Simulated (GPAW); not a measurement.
ZrB2 (P6/mmm), B K edge of atom 2, with 3 B at 1.83 Å (trigonal planar, site symmetry -6m2). Method: GPAW, LDA, excited-electron core hole (neutral cell), 18-atom cell with 5.5 Å between holes, 5×5×4 k points, dipole transitions, Gaussian full width 0.9 eV up to 4 eV, rising linearly to 3.5 eV at 25 eV.

```
Zr B
1.0
     3.17000    0.00000    0.00000
    -1.58500    2.74530    0.00000
     0.00000    0.00000    3.53300
Zr B
1 2
Direct
  0.00000 0.00000 0.00000
  0.66667 0.33333 0.50000
  0.33333 0.66667 0.50000
```

Energy from the lowest empty level; a common scale on which the isotropic spectrum has a mean of 1 over the first 20 eV.

```tsv
E (eV)	curve 1	curve 2
-2.0	0.00	0.00
-1.5	0.00	0.00
-1.0	0.00	0.00
-0.5	0.08	0.05
0.0	0.48	0.27
0.5	1.07	0.58
1.0	1.20	0.80
1.5	0.96	0.88
2.0	0.64	0.83
2.5	0.66	1.02
3.0	1.02	1.14
3.5	1.25	1.17
4.0	1.62	1.20
4.5	2.72	1.14
5.0	3.17	1.16
5.5	2.29	1.37
6.0	1.80	1.28
6.5	1.66	1.24
7.0	1.38	1.56
7.5	1.03	1.90
8.0	0.73	2.09
8.5	0.58	2.20
9.0	0.60	2.18
9.5	0.67	1.99
10.0	0.69	1.72
10.5	0.71	1.43
11.0	0.74	1.23
11.5	0.77	1.13
12.0	0.77	1.08
12.5	0.72	1.04
13.0	0.62	1.00
13.5	0.51	0.96
14.0	0.43	0.95
14.5	0.39	0.92
15.0	0.39	0.85
15.5	0.39	0.74
16.0	0.37	0.59
16.5	0.35	0.45
17.0	0.35	0.34
17.5	0.37	0.27
18.0	0.43	0.23
18.5	0.51	0.22
19.0	0.59	0.22
19.5	0.65	0.23
20.0	0.68	0.26
20.5	0.69	0.29
21.0	0.70	0.34
21.5	0.73	0.40
22.0	0.77	0.47
22.5	0.82	0.54
23.0	0.85	0.61
23.5	0.86	0.66
24.0	0.84	0.69
24.5	0.82	0.69
25.0	0.78	0.68
25.5	0.75	0.63
26.0	0.71	0.58
26.5	0.68	0.52
27.0	0.64	0.46
27.5	0.60	0.42
28.0	0.56	0.40
28.5	0.52	0.41
29.0	0.48	0.43
29.5	0.46	0.45
30.0	0.46	0.46
30.5	0.46	0.47
31.0	0.48	0.46
31.5	0.50	0.44
```

The curves are for the electric vector along different Cartesian axes of the cell as given, averaged over the symmetry-equivalent atoms. Which is which?

Curve 1: along z (c), main maxima 0.9 eV (1.21), 4.9 eV (3.22) and 23.4 eV (0.86). Curve 2: along x (⊥ c) (the other in-plane axis gives the same curve within 3 %), main maxima 1.4 eV (0.89), 3.9 eV (1.20), 5.6 eV (1.38) and 8.7 eV (2.22). A K edge sees empty p states on the absorber. Each direction probes the empty orbitals that point along it. The holes are only 5.5 Å apart, so the shape is probably not converged with cell size; no larger cell was run here. The mesh is coarse (0.26 Å⁻¹ between points), so small maxima may be mesh ripples.

[Banner, clock and machine lines of the logs are left out without a mark of their own.]

[Logs are printed without paths, hosts, clocks, repeated set-up lines and the standing remarks that a program may print on its own settings, such as how far it seeks lower states.]

[Hosts, paths, dates, database ids (printed as entryN), source tags and the programs' standing remarks are cut or masked in the printed files.]

[Lists of maxima count a maximum above −3 eV only where it reaches 4 % of the highest in the window and stands out from its surroundings by 2 % of it (1.5 % where it reaches 55 %); shoulders and weaker maxima are passed over, and of the rest the first, up to two pre-edge ones and the few strongest are named.]
